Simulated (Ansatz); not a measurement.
### Quasiparticle gap of SrTiO3 (I4/mcm)

It takes space group I4/mcm (No. 140, tetragonal). Conventional cell: a = 5.511 Å, b = 5.511 Å, c = 7.796 Å, α = 90.00°, β = 90.00°, γ = 90.00°. Nearest to Sr lie 12 O at 2.73 to 2.78 Å. Nearest to Ti lie 6 O at 1.95 Å. O has 2 Ti at 1.95 Å and 4 Sr at 2.76 Å nearest. Nearest to O lie 2 Ti at 1.95 Å and 4 Sr at 2.73 to 2.78 Å. Farther neighbours and most contacts between anions are not listed.

```yaml
method: G0W0 on HSE06, plane waves, PAW (and 1 further level or step)
program: Ansatz 0.2.0
settings_of_one_run: cutoff 420 eV, 4×4×4 k-mesh, default PAW, empty bands 252, screening cutoff 96 eV, screening contour deformation, QP bands (v3, c3)
cost: 2 runs, 73 s in all on 1 × NVIDIA H100 80GB HBM3 (shared by 6 runs) with 3 threads of AMD EPYC 7R13 (Zen 3), shared host (the runs of this entry)
notes: In doubt: masses and optical values from hybrid runs of this build are listed as unsure (in some of the runs), which bears on the screening that GW takes from such a start. The cell and positions come from the Crystallography Open Database and are kept as given unless a step says otherwise. Limits: no spin-orbit coupling.
hse06_gap_over_mesh_and_listed_points: 3.359 eV, direct, at k = Γ
g0w0_hse06_gap_over_11_of_13_irreducible_mesh_points: 3.760 eV, direct, at k = Γ
gw_settings: 4×4×4 mesh, 252 empty bands, screening to 96 eV
known_limits: finite bands, screening cutoff and k mesh; no spin-orbit coupling in G0W0
```

Over 11 of 13 irreducible mesh points the G0W0 gap is 3.760 eV, direct, at k = Γ. The HSE06 gap of this run on the mesh is 3.360 eV. The two states that bound the G0W0 gap lie that far apart at the start, so the correction of the gap is 3.760 − 3.360 = +0.400 eV. The valence state moves by 9.479 − 9.048 = +0.431 eV and the conduction state by 13.239 − 12.407 = +0.832 eV, on the run's own scale; how far single levels stand from their limit in bands is not shown.

[Paths, hosts, dates, memory and timing lines, banners, echoed tables and standing remarks are left out of the program output.]

[Logs are printed without paths, hosts, clocks, repeated set-up lines and the standing remarks that a program may print on its own settings, such as how far it seeks lower states.]

[Runs of the session that timed out or met a known fault of the program may be left out.]

[Cells called generated may have been cut or substituted from an entry of the Crystallography Open Database or the Materials Project.]

[Hosts, paths, dates, database ids (printed as entryN), source tags and the programs' standing remarks are cut or masked in the printed files.]
